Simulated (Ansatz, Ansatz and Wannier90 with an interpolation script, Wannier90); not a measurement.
# From a coarse GW mesh to bands everywhere: PbIF (P4/nmm), part 3 of 3

Wanted: quasiparticle gap and band widths of PbIF (P4/nmm) over the whole zone.

Ansatz 0.2.0; LDA, Wannier functions and G0W0, plane waves, PAW. Known limits of the many-body steps: not at the basis limit; no spin-orbit coupling; coarse k mesh.

So far. Step 2 (LDA bands): The gap is direct, at (0.000, 0.000, 0.500). Step 4 (Wannier functions by Wannier90 (F:2p I:5p Pb:6p) on …): Near the gap the model misses directly solved bands by 0.8 meV r.m.s. and by 7 meV at most in the window tested. This tests the starting bands, not the corrections carried with them.

## Step 5: G0W0 at every point of the mesh: 4×4×2 mesh, 594 empty bands, screening to 140 eV

G0W0 replaces the xc potential by the self-energy, built once from these orbitals. Only a window of levels is corrected, while the sums run over the empty bands that the input names.

This step: G0W0 on LDA, plane waves, PAW.

Contents of input.yaml:

```yaml
crystal:
  lattice:
    - [4.2374, 0.0, 0.0]
    - [0.0, 4.2374, 0.0]
    - [0.0, 0.0, 8.8]
  atoms:
    - { symbol: Pb, position: [0.5, 0.0, 0.16392] }
    - { symbol: Pb, position: [0.0, 0.5, 0.83608] }
    - { symbol: I, position: [0.5, 0.0, 0.66297] }
    - { symbol: I, position: [0.0, 0.5, 0.33703] }
    - { symbol: F, position: [0.0, 0.0, 0.0] }
    - { symbol: F, position: [0.5, 0.5, 0.0] }
kpoints:
  mp_grid: { grid: [4, 4, 2] }
hamiltonian:
  xc: lda
scf:
  occupations: { method: fixed }
gw:
  n_empty_bands: 594
  ecut_chi: 140.0
  qp_bands: [v12, c6]
  screening: { model: contour_deformation }
```

On the command line:

```console
$ ansatz run input.yaml --threads 4 --pin off --max-ram 18432MiB --backend cpu --events-out ev --progress --plain --runs-dir out
```

Numbers of over 12 decimals in the logs are rounded to 6 here.

Log:

```text
[...]
Crystal: 6 atoms, lattice volume = 158.009 Å³
Basis set: ecut = 420 eV, 3053 PW (Γ)
Bands: 46, of which v1, the nominal top of the filled ones, is band 38 counted from 1 (37 counted from 0)
Symmetry: 16 space group operations
[...]
k-points: 12 of 32
[...]
SCF iter   1: F=—  HF=-39507.148048 eV  |F-HF|=—  |Δ(HF+E_count)|=         —  Δρ=1.14e-2  dr2=1.57e-1  ethr=1.77e-3  ⟨swp⟩=5.1  Hψ=2026  notcnv=0  defer=68
[...]
SCF iter   7: F=-39507.105492 eV  HF=-39507.105492 eV  |F-HF|=3.13e-8  |Δ(HF+E_count)|=   1.48e-7  Δρ=6.79e-6  dr2=7.01e-8  ethr=1.32e-10  ⟨swp⟩=12.8  Hψ=2693  notcnv=0
SCF 1 converged in 7 iterations: F = -39507.105492 eV  dr2 = 7.01e-8
[...]
G₀W₀ screening: q 1/12
[... further progress lines ...]
SCF converged after 7 iterations
Free energy (F): -39507.105492 eV
[...]
Internal energy: -39507.105492 eV  (E = F + TS)
E sigma→0 (E₀):  -39507.105492 eV
Fermi energy:    6.598803 eV
[...]
--- Band table (eV; the first three rows and the last of 12) ---
  k-point 0: bands = [... 34 lower, 5.4591, 5.7663, 5.7663, 6.2836, 8.5879, 9.8311, 11.5739, 11.5739, ... 4 higher]
  k-point 1: bands = [... 34 lower, 5.3074, 5.9419, 5.9419, 6.5988, 8.1596, 9.7060, 11.3518, 11.3518, ... 4 higher]
  k-point 2: bands = [... 34 lower, 5.7081, 5.9814, 5.9869, 6.2600, 9.6684, 10.2440, 10.2688, 10.9604, ... 4 higher]
  k-point 11: bands = [... 34 lower, 4.1406, 4.1406, 5.5765, 5.5765, 10.1568, 10.1568, 10.1759, 10.1759, ... 4 higher]
--- G₀W₀: contour deformation, 7 samples at zero and on the imaginary axis and 2 off it, 32 q-points, 594 empty bands' worth ---
  eigenvalues of the whole cell's RPA ε∞ on this k-mesh (on a slab, of 1 + 4πα/V) = 4.7200, 6.7984, 6.7984; static W/v taken at q = 0 is 0.163386
  bands read: the sum over 632 bands ends inside a degenerate multiplet in 1 slot, whose members it reads at an even weight; the widest, k=0: bands 632 to 633 (counted from 1) at 1/2 each
    ik  band        ε_KS         Σx   Σc(E_QP)       V_xc       Z   E_QP_lin       E_QP  E_QP is
     0    27      1.6468   -27.9724     6.4621   -20.7686  0.6703     0.8870     0.9051  root
     0    28      1.6468   -27.9724     6.4621   -20.7686  0.6703     0.8870     0.9051  root
     0    29      2.7546   -30.5905     6.6946   -23.1499  0.6833     1.9931     2.0086  root
     0    30      2.9788   -30.7237     6.6410   -23.3656  0.6857     2.2479     2.2617  root
     0    31      2.9788   -30.7237     6.6410   -23.3656  0.6857     2.2479     2.2617  root
     0    32      3.6727   -27.4285     4.8853   -21.9089  0.7135     3.0286     3.0385  root
     0    33      4.9544   -16.2628     2.0280   -13.5245  0.7398     4.2280     4.2441  root
     0    34      5.4591   -17.6151     2.1253   -14.7797  0.7467     4.7370     4.7491  root
     0    35      5.4591   -17.6151     2.1253   -14.7797  0.7467     4.7370     4.7491  root
     0    36      5.7663   -17.0336     1.7736   -14.5839  0.7557     5.0807     5.0903  root
     0    37      5.7663   -17.0336     1.7736   -14.5839  0.7557     5.0807     5.0903  root
     0    38      6.2836   -17.2252     1.5612   -14.9914  0.7623     5.6022     5.6109  root
     0    39      8.5879    -8.2510    -3.7217   -12.6050  0.7990     9.2259     9.2202  root
     0    40      9.8311    -8.2562    -3.8651   -12.7677  0.7884    10.4849    10.4775  root
[...]
11    40     10.1568   -10.5379    -3.5724   -14.8233  0.7750    10.8795    10.8698  root
    11    41     10.1759    -9.6582    -3.8592   -14.1550  0.7852    10.8206    10.8134  root
    11    42     10.1759    -9.6582    -3.8592   -14.1550  0.7852    10.8206    10.8134  root
    11    43     10.7636    -9.4831    -3.6839   -13.8374  0.7786    11.4419    11.4339  root
    11    44     10.7636    -9.4831    -3.6839   -13.8374  0.7786    11.4419    11.4339  root
```

Wall time 22 min (4 threads of Arm Neoverse V1, shared host); peak memory 2.9 GiB.

This step gave:

* bands summed: 632
* RPA ε∞ on this mesh (eigenvalues): 4.720, 6.798, 6.798
* plane waves in the screening matrix: 593
* q-points in the mesh: 32
* G0W0 gap on the mesh: 2.803 eV
* k of the valence top: 0, 0, -0.5
* k of the conduction bottom: 0, 0, -0.5
* starting gap on the mesh: 1.561 eV
* Z at the valence top: 0.7647
* Z at the conduction bottom: 0.8045
* least direct G0W0 gap on the computed points: 2.803 eV

The gap on the mesh goes from 1.56 eV to 2.80 eV, a correction of +1.24 eV. Between the two edge states, bare exchange in place of the xc potential would open the gap by 6.32 eV, and correlation takes back 5.08 eV.

## Step 6: Interpolating the corrections

A script adds the corrections, carried to the Wannier functions and back, to the LDA levels, along the path and on a 13×13×9 mesh.

| Property | Result |
| --- | --- |
| G0W0 gap over the zone | 2.803 eV |
| valence top at | Z |
| conduction bottom at | Z |
| starting gap over the zone | 1.561 eV |
| least direct G0W0 gap | 2.803 eV |
| G0W0 gap on the mesh | 2.803 eV |
| valence width, start | 5.063 eV |
| valence width, G0W0 | 5.103 eV |
| gap by a rigid shift | 2.804 eV |

Levels solved directly plus the interpolated quasiparticle correction. Limits: finite bands, cutoff and mesh; no spin-orbit coupling; coarse k mesh. Quasiparticle bands along the path, in eV, zero at the valence-band top of each set:

```
    point  band 35  band 36  band 37  band 38  band 39  band 40
        Γ    -1.17    -0.83    -0.83    -0.31     3.30     4.55
  halfway    -0.92    -0.63    -0.62    -0.29     4.42     4.98
        X    -0.57    -0.57    -0.50    -0.50     4.65     4.65
  halfway    -1.53    -1.53    -1.02    -1.02     4.35     4.35
        M    -1.85    -1.85    -0.97    -0.97     4.01     4.01
  halfway    -1.43    -0.84    -0.53    -0.51     4.12     5.15
        Γ    -1.17    -0.83    -0.83    -0.31     3.30     4.55
  halfway    -1.26    -0.74    -0.74    -0.15     3.02     4.57
        Z    -1.32    -0.66    -0.66     0.00     2.80     4.49
  halfway    -1.02    -0.60    -0.52    -0.39     3.99     4.57
        R    -0.66    -0.66    -0.50    -0.50     4.59     4.59
  halfway    -1.64    -1.64    -0.82    -0.82     3.90     3.90
        A    -2.44    -2.44    -1.10    -1.10     4.89     4.89
  halfway    -1.59    -0.95    -0.64    -0.52     3.71     5.27
        Z    -1.32    -0.66    -0.66     0.00     2.80     4.49
jump to X    -0.57    -0.57    -0.50    -0.50     4.65     4.65
  halfway    -0.61    -0.61    -0.50    -0.50     4.62     4.62
        R    -0.66    -0.66    -0.50    -0.50     4.59     4.59
jump to M    -1.85    -1.85    -0.97    -0.97     4.01     4.01
  halfway    -2.05    -2.05    -1.04    -1.04     4.33     4.33
        A    -2.44    -2.44    -1.10    -1.10     4.89     4.89
```

The same for LDA:

```
point  band 35  band 36  band 37  band 38  band 39  band 40
    Γ    -1.14    -0.83    -0.83    -0.32     1.99     3.23
    X    -0.63    -0.63    -0.47    -0.47     3.32     3.32
    M    -1.83    -1.83    -0.91    -0.91     2.76     2.76
    Γ    -1.14    -0.83    -0.83    -0.32     1.99     3.23
    Z    -1.29    -0.66    -0.66     0.00     1.56     3.11
    R    -0.74    -0.74    -0.48    -0.48     3.29     3.29
    A    -2.46    -2.46    -1.02    -1.02     3.56     3.56
    Z    -1.29    -0.66    -0.66     0.00     1.56     3.11
    X    -0.63    -0.63    -0.47    -0.47     3.32     3.32
    R    -0.74    -0.74    -0.48    -0.48     3.29     3.29
    M    -1.83    -1.83    -0.91    -0.91     2.76     2.76
    A    -2.46    -2.46    -1.02    -1.02     3.56     3.56
```

Minima of the lowest conduction band, from levels solved directly at the displaced points, plus the interpolated correction; masses are left empty at degenerate points, on flat bands and where the interpolated correction rules the curvature; G0W0 masses are rough. Conduction valleys, by row:

```
point  k (reciprocal lattice)  valleys in the zone  G0W0 level above the valence top (eV)  LDA level above the valence top (eV)  G0W0 principal masses (m_e)  LDA principal masses (m_e)
    Z      0.000 0.000 -0.500                    1                                  2.803                                 1.561            0.315 0.315 0.488           0.302 0.302 0.558
    M     -0.500 -0.500 0.000                    1                                  4.009                                 2.756                            -                           -
```

Second differences of levels solved directly at the displaced points, plus the interpolated correction, at the quasiparticle band edges; no spin-orbit coupling; left empty where the band is flat or the interpolated correction rules the curvature. Effective masses, by row:

```
 carrier  point  Cartesian direction  band  LDA mass (m_e)  G0W0 mass (m_e)
    hole      Z                  100    38           0.769            0.776
    hole      Z                  010    38           0.769            0.776
    hole      Z                  001    38           0.623            0.655
    hole      Z                  110    38           0.769            0.776
    hole      Z                  111    38           0.713            0.731
electron      Z                  100    39           0.301            0.315
electron      Z                  010    39           0.301            0.315
electron      Z                  001    39           0.557            0.487
electron      Z                  110    39           0.301            0.315
electron      Z                  111    39           0.356            0.357
```

Corrections by starting level (eV, on the run's own energy scale, so only their differences matter):

```
start  correction
-5.05       −0.72
-4.81       −0.70
-4.28       −0.74
-3.80       −0.68
-3.60       −0.70
-2.93       −0.63
-1.95       −0.69
-1.53       −0.67
-0.91       −0.74
-0.62       −0.68
-0.34       −0.63
 1.56       +0.57
 3.11       +0.71
 3.79       +0.69
 4.32       +0.70
 4.71       +0.72
 5.23       +0.80
```

## Step 7: LDA+SOC bands, for comparison

The many-body steps leave out spin-orbit coupling, so its effect is taken from a two-component run, with twice the bands.

This step: DFT, LDA with spin-orbit coupling, plane waves, PAW.

input.yaml, the sections that differ from step 5:

```yaml
kpoints:
  mp_grid: { grid: [4, 4, 2] }
  band_path:
    path:
      - [[0.0, 0.0, 0.0], [0.0, 0.5, 0.0], [0.5, 0.5, 0.0], [0.0, 0.0, 0.0], [0.0, 0.0, 0.5], [0.0, 0.5, 0.5], [0.5, 0.5, 0.5], [0.0, 0.0, 0.5]]
      - [[0.0, 0.5, 0.0], [0.0, 0.5, 0.5]]
      - [[0.5, 0.5, 0.0], [0.5, 0.5, 0.5]]
    npoints: 10
scf:
  occupations: { method: fermi_dirac, width: 0.02 }
  n_extra_bands: 12
magnetization:
  noncollinear: true
  spin_orbit: true
output:
  eigenvalues: true
  forces: true
  stress: true
# crystal, hamiltonian: as in step 5
# gw: removed
```

Log:

```text
[...]
non-collinear run that drives no moment, with spin-orbit: no starting moment large enough to seed its density (crystal.atoms[].spin), no starting occupations that ask for one, no magnetisation constraint and no magnetic field, so the semilocal B_xc is pinned to zero
Crystal: 6 atoms, lattice volume = 158.009 Å³
Basis set: ecut = 420 eV, 3053 PW (Γ)
Bands: 88, of which v1, the nominal top of the filled ones, is band 76 counted from 1 (75 counted from 0)
Symmetry: 16 space group operations + 16 with time reversal
[...]
k-points: 12 of 32
Projection manifold: j_resolved (fully-relativistic pseudo-atomic orbitals)
[...]
SCF iter   1: F=—  HF=-39592.181701 eV  |F-HF|=—  |Δ(HF+E_count)|=         —  Δρ=1.47e-1  dr2=4.18e1  dr2_m=0.00e0 (ungated)  ethr=3.10e-3  |M|=0.00e0 ∫|m|=0.00e0 μB  |m|>n=0.0e0 m-floor=0.0e0 τ_xc=0.0e0  β_m=0.30  ⟨swp⟩=8.7  Hψ=2767  notcnv=0
[...]
spin=Noncollinear: Resta preconditioning applied to the charge; magnetization (m_x, m_y, m_z) channels mix plain (no charge-response kernel on spin).
SCF iter   2: F=—  HF=-39586.323116 eV  |F-HF|=—  |Δ(HF+E_count)|=    5.86e0  Δρ=2.75e-2  dr2=1.01e0  dr2_m=0.00e0 (ungated)  ethr=3.10e-3  |M|=0.00e0 ∫|m|=0.00e0 μB  |m|>n=0.0e0 m-floor=0.0e0 τ_xc=0.0e0  β_m=0.29  ⟨swp⟩=4.2  Hψ=1152  notcnv=0  defer=84
[...]
SCF iter   9: F=-39586.117344 eV  HF=-39586.117344 eV  |F-HF|=3.50e-9  |Δ(HF+E_count)|=   2.05e-8  Δρ=4.07e-6  dr2=3.16e-8  dr2_m=0.00e0 (ungated)  ethr=1.32e-10  |M|=0.00e0 ∫|m|=0.00e0 μB  |m|>n=0.0e0 m-floor=0.0e0 τ_xc=0.0e0  ⟨swp⟩=13.9  Hψ=2790  notcnv=0
SCF 1 converged in 9 iterations: F = -39586.117344 eV  dr2 = 3.16e-8
[...]
SCF converged after 9 iterations
Magnetization: |M| = 0.0000 μB,  M = (+0.0000, +0.0000, +0.0000) μB
Absolute magnetization: 0.0000 μB (∫|m|)
  site 0: m = (+0.0000, +0.0000, +0.0000) μB, |m| = 0.0000 μB  (R = 1.06 Å)
  site 1: m = (+0.0000, +0.0000, +0.0000) μB, |m| = 0.0000 μB  (R = 1.06 Å)
  site 2: m = (+0.0000, +0.0000, +0.0000) μB, |m| = 0.0000 μB  (R = 1.39 Å)
  site 3: m = (+0.0000, +0.0000, +0.0000) μB, |m| = 0.0000 μB  (R = 1.39 Å)
  site 4: m = (+0.0000, +0.0000, +0.0000) μB, |m| = 0.0000 μB  (R = 1.06 Å)
  site 5: m = (+0.0000, +0.0000, +0.0000) μB, |m| = 0.0000 μB  (R = 1.06 Å)
Free energy (F): -39586.117344 eV
[...]
Internal energy: -39586.117344 eV  (E = F + TS)
E sigma→0 (E₀):  -39586.117344 eV
Fermi energy:    7.327615 eV
[...]
--- Forces (eV/Å), atoms counted from 1 ---
  atom   1  Pb    -0.00000000     0.00000000    -0.21810396
  atom   2  Pb    -0.00000000     0.00000000     0.21810396
  atom   3  I      0.00000000     0.00000000     0.16150516
  atom   4  I      0.00000000     0.00000000    -0.16150516
  atom   5  F      0.00000000     0.00000000    -0.00000000
  atom   6  F     -0.00000000     0.00000000    -0.00000000
  max |Σ_I F_I| component: 1.73e-18 eV/Å
--- Stress (GPa, compression-positive) ---
       -3.344239       0.000000       0.000000
        0.000000      -3.344239       0.000000
        0.000000       0.000000      -2.388887
  P = ⅓ Tr σ = -3.0258 GPa (-30.258 kbar)
--- Band table (eV; the first three rows and the last of 12) ---
  k-point 0: bands = [... 72 lower, 6.0831, 6.0831, 6.4395, 6.4395, 8.3250, 8.3250, 9.1872, 9.1872, ... 8 higher]
  k-point 1: bands = [... 72 lower, 6.2417, 6.2417, 6.7235, 6.7235, 7.9317, 7.9317, 9.1028, 9.1028, ... 8 higher]
  k-point 2: bands = [... 72 lower, 6.2390, 6.2390, 6.4147, 6.4147, 9.0731, 9.0731, 9.3656, 9.3656, ... 8 higher]
  k-point 11: bands = [... 72 lower, 5.5700, 5.5700, 5.5700, 5.5700, 9.3482, 9.3482, 9.3482, 9.3482, ... 8 higher]
```

Run time: 83 s. Hardware: 4 threads; peak memory 1.8 GiB; 5.5 min of CPU time.

Numbers from this step:

```yaml
pressure: -3.026 GPa
filled_bands: 76
gap: 1.208 eV
valence_top_at: Z
conduction_bottom_at: Z
least_direct_gap: 1.208 eV
```

The gap stands −0.35 eV against LDA.

## Step 8: HSE06 bands, for comparison

This step: DFT, HSE06, plane waves, PAW.

input.yaml: that of step 7 with these lines changed.

```diff
@@ -21,12 +21,7 @@
 hamiltonian:
-  xc: lda
+  xc: hse06
 scf:
-  occupations: { method: fermi_dirac, width: 0.02 }
-  n_extra_bands: 12
-magnetization:
-  noncollinear: true
-  spin_orbit: true
+  occupations: { method: fixed }
+  n_extra_bands: 6
 output:
   eigenvalues: true
-  forces: true
-  stress: true
```

Log:

```text
[...]
davidson cushion auto → on  (no smearing: the cushion is to keep the highest requested band from converging to the state above it; pin scf.eigensolver.cushion to override)
Crystal: 6 atoms, lattice volume = 158.009 Å³
Basis set: ecut = 420 eV, 3053 PW (Γ)
Bands: 44, of which v1, the nominal top of the filled ones, is band 38 counted from 1 (37 counted from 0)
Symmetry: 16 space group operations
[...]
k-points: 12 of 32
[...]
SCF iter   1: F=—  HF=-40458.744418 eV  |F-HF|=—  |Δ(HF+E_count)|=         —  Δρ=1.08e-3  dr2=2.23e-3  ethr=1.77e-3  ⟨swp⟩=6.0  Hψ=2148  notcnv=0
[...]
SCF iter   4: F=-40458.747544 eV  HF=-40458.747516 eV  |F-HF|=2.85e-5  |Δ(HF+E_count)|=   2.20e-4  Δρ=1.79e-4  dr2=3.21e-5  ethr=4.18e-8  ⟨swp⟩=2.8  Hψ=2575  notcnv=0
SCF 1 stopped early in 4 iterations: F = -40458.747544 eV  dr2 = 3.21e-5
[...]
Exchange kernel: α = 0.2500, screened, ω = 0.2079 Å⁻¹, Wigner–Seitz truncation, v(0) = 1039.9385 eV·Å³, q-mesh 4×4×2, nearest image of the exchange supercell L = 16.95 Å, pair-density grid 24×24×45, without the augmentation charges, whose exchange is taken in its separable form by FFT convolution over the k-point mesh (sized by the pseudopotential files, 30×30×60 at the most), smooth part of the exact exchange by density-matrix convolution
Frozen-core exchange: fock
SCF iter   1: F=—  HF=-40474.885466 eV  |F-HF|=—  |Δ(HF+E_count)|=         —  Δρ=7.57e-3  dr2=1.07e-1  ethr=4.22e-7  ⟨swp⟩=8.2  Hψ=2958  notcnv=0
[...]
SCF iter   7: F=-40474.868449 eV  HF=-40474.868454 eV  |F-HF|=4.74e-6  |Δ(HF+E_count)|=   1.58e-5  Δρ=6.62e-5  dr2=1.09e-5  ethr=1.08e-7  ⟨swp⟩=3.1  Hψ=1214  notcnv=0
SCF 2 stopped early in 7 iterations: F = -40474.868449 eV  dr2 = 1.09e-5
hybrid outer 1: dexx = +1.937e-2 eV, tail = 6.57e-5 eV
[...]
Frozen-core exchange: fock
SCF iter   1: F=—  HF=-40474.868159 eV  |F-HF|=—  |Δ(HF+E_count)|=         —  Δρ=8.39e-5  dr2=1.10e-5  ethr=4.32e-7  ⟨swp⟩=3.0  Hψ=1189  notcnv=0
[...]
SCF iter   4: F=-40474.868158 eV  HF=-40474.868158 eV  |F-HF|=2.68e-9  |Δ(HF+E_count)|=   3.33e-8  Δρ=2.49e-6  dr2=7.19e-9  ethr=1.80e-10  ⟨swp⟩=3.6  Hψ=1257  notcnv=0
SCF 3 converged in 4 iterations: F = -40474.868158 eV  dr2 = 7.19e-9
hybrid outer 2: dexx = +7.891e-7 eV, tail = 2.98e-8 eV, Δε = 2.99e-3 eV (about 8.69e-5 eV left of the loop's levels)
[...]
hybrid SCF converged: 2 outer / 11 inner (+4 warm-up), last move |dexx| = 7.89e-7 eV, tail = 2.98e-8 eV
Stability not checked: this state was not tested for a lower state beside it, because the functional holds exact exchange (a hybrid, or Hartree-Fock), whose exchange loop this test does not read (fock_operator; see scf.lower_state_search)
Free energy (F): -40474.868158 eV
Frozen-core exchange: fock
[...]
Internal energy: -40474.868158 eV  (E = F + TS)
E sigma→0 (E₀):  -40474.868158 eV
Fermi energy:    6.341731 eV
[...]
--- Band table (eV; the first three rows and the last of 12) ---
  k-point 0: bands = [... 34 lower, 5.0847, 5.4507, 5.4507, 6.0286, 9.3880, 10.6515, 12.4858, 12.4858, ... 2 higher]
  k-point 1: bands = [... 34 lower, 4.9528, 5.6024, 5.6024, 6.3417, 8.9121, 10.6105, 12.2437, 12.2437, ... 2 higher]
  k-point 2: bands = [... 34 lower, 5.3580, 5.6424, 5.6746, 6.0346, 10.4875, 11.0481, 11.1149, 11.7952, ... 2 higher]
  k-point 11: bands = [... 34 lower, 3.7338, 3.7338, 5.1958, 5.1958, 10.9482, 10.9482, 10.9718, 10.9718, ... 2 higher]
```

Wall time 9.8 min (4 threads); peak memory 2.6 GiB.

Numbers from this step:

```
filled bands         : 38
gap                  : 2.570 eV
valence top at       : Z
conduction bottom at : Z
least direct gap     : 2.570 eV
```

The gap stands +1.01 eV against LDA.

## Step 9: Summary of results

* LDA gap: 1.56 eV
* G0W0 gap over the zone: 2.80 eV, direct
* least direct G0W0 gap, in the model: 2.80 eV
* with the spin-orbit change: 2.45 eV
* GW settings: 4×4×2 mesh, 594 empty bands, screening to 140 eV
* known limits: not at the basis limit; no spin-orbit coupling; coarse k mesh

What this shows: The Wannier model follows the LDA bands to under 1 meV r.m.s. near the gap. The G0W0 gap over the zone is 2.80 eV, direct, from Z to Z; on the mesh alone it is 2.80 eV, nearly the same. The valence width in the model goes from 5.06 eV to 5.10 eV. At the band edge the lightest electron mass is 0.30 m_e at the start and 0.32 m_e in G0W0; the G0W0 masses rest on corrections from the 4×4×2 mesh alone and are rough. With a spin-orbit change this large the edge states differ, so these masses aren't the crystal's. LDA+SOC gives a gap of 1.21 eV on the same path, a spin-orbit change of −0.35 eV that would bring the G0W0 gap to 2.45 eV. HSE06 gives a gap of 2.57 eV on the same path. Bands and cutoff are finite, so the gap is not at the basis limit. The miss can reach some tenths of an eV and take either sign; the mesh is an error of its own. Above the frozen window of the model the interpolated levels need not meet the computed ones, even at points of the mesh. The 4×4×2 mesh is coarse for this cell (its supercell is 17 Å along the shortest edge). The RPA ε∞ on it, from the LDA start, is 4.72 and 6.80; such meshes misread the long-range screening, most where the gap is narrow. Where an edge is built on 6p states of lead, bismuth or thallium, scalar-relativistic gaps usually stand too wide, by a few tenths to over one eV.

[Paths, hosts, dates, memory and timing lines, banners, echoed tables and standing remarks are left out of the program output.]

[Logs are printed without paths, hosts, clocks, repeated set-up lines and the standing remarks that a program may print on its own settings, such as how far it seeks lower states.]

[Runs of the session that timed out or met a known fault of the program may be left out.]

[Hosts, paths, dates, database ids (printed as entryN), source tags and the programs' standing remarks are cut or masked in the printed files.]
